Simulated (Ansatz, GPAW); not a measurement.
CSeO (R3m): refractive index against wavelength

The refractive index of CSeO (R3m) along x below the direct gap (3.81 eV on the mesh) is read from one computed spectrum, n = √(Re ε). x, y and z are the Cartesian axes of the input cell.

Cell: a, b, c = 3.968, 3.968, 3.968 Å (primitive vectors), 3 atoms.

Method: GPAW 26.7.0, LDA, RPA, k-mesh 9×9×9, local fields up to 50 eV, Lorentzian half width 0.1 eV.

Launch of the response step: `OMP_NUM_THREADS=1 python df.py`. The run took 80 s, its band step included, on 1 thread of Arm Neoverse V1, on a shared host.

| wavelength (nm) | photon energy E (eV) | n |
| --- | --- | --- |
| 1550 | 0.800 | 1.6154 |
| 1310 | 0.946 | 1.6180 |
| 1064 | 1.165 | 1.6227 |
| 850 | 1.459 | 1.6310 |
| 700 | 1.771 | 1.6428 |
| 633 | 1.959 | 1.6516 |
| 532 | 2.331 | ? |

In the single-oscillator model n² − 1 = E₀E_d/(E₀² − E²), so 1/(n² − 1) = E₀/E_d − E²/(E₀E_d) is linear in E².

Working, on the rows shown:

| x = E² (eV²) | y = 1/(n² − 1) |
| --- | --- |
| 0.639837 | 0.621304 |
| 0.895757 | 0.618076 |
| 1.35784 | 0.612312 |
| 2.12762 | 0.602351 |
| 3.13716 | 0.588654 |
| 3.83641 | 0.578777 |

Means: x̄ = 1.9991, ȳ = 0.60358. Σ(x − x̄)(y − ȳ) = -0.1084, Σ(x − x̄)² = 8.164. Slope = -0.1084 / 8.164 = -0.01328; intercept = ȳ − slope · x̄ = 0.63012. Turned back into n, the line misses the rows shown by at most 0.0004.

Q: Fill in the last column of the withheld row.

A: At x = 5.4314 the line gives y = 0.558, that is 1.6710. The run gave 1.6740, so the extrapolation is off by 0.003, 5 % of the range in the table.

Refitted with all rows, the slope is -0.01379 and the intercept 0.63094. These give E₀ = √(intercept/−slope) = 6.77 eV and E_d = E₀/intercept = 10.7 eV; E₀ is 1.8 times the direct gap. The electronic limit at long wavelengths, without lattice vibrations, is n = √(1 + 1/intercept) = 1.608. The structure is a model and need not exist. Excitons are left out; LDA gaps are as a rule too small. The values come from a sum over the points of one k-mesh and carry its error, which grows as the direct gap shrinks. This version of GPAW has incomplete matrix elements in the optical limit, which can lower ε − 1 by up to a tenth where first-row anions or d states rule. Spin-orbit coupling is left out.
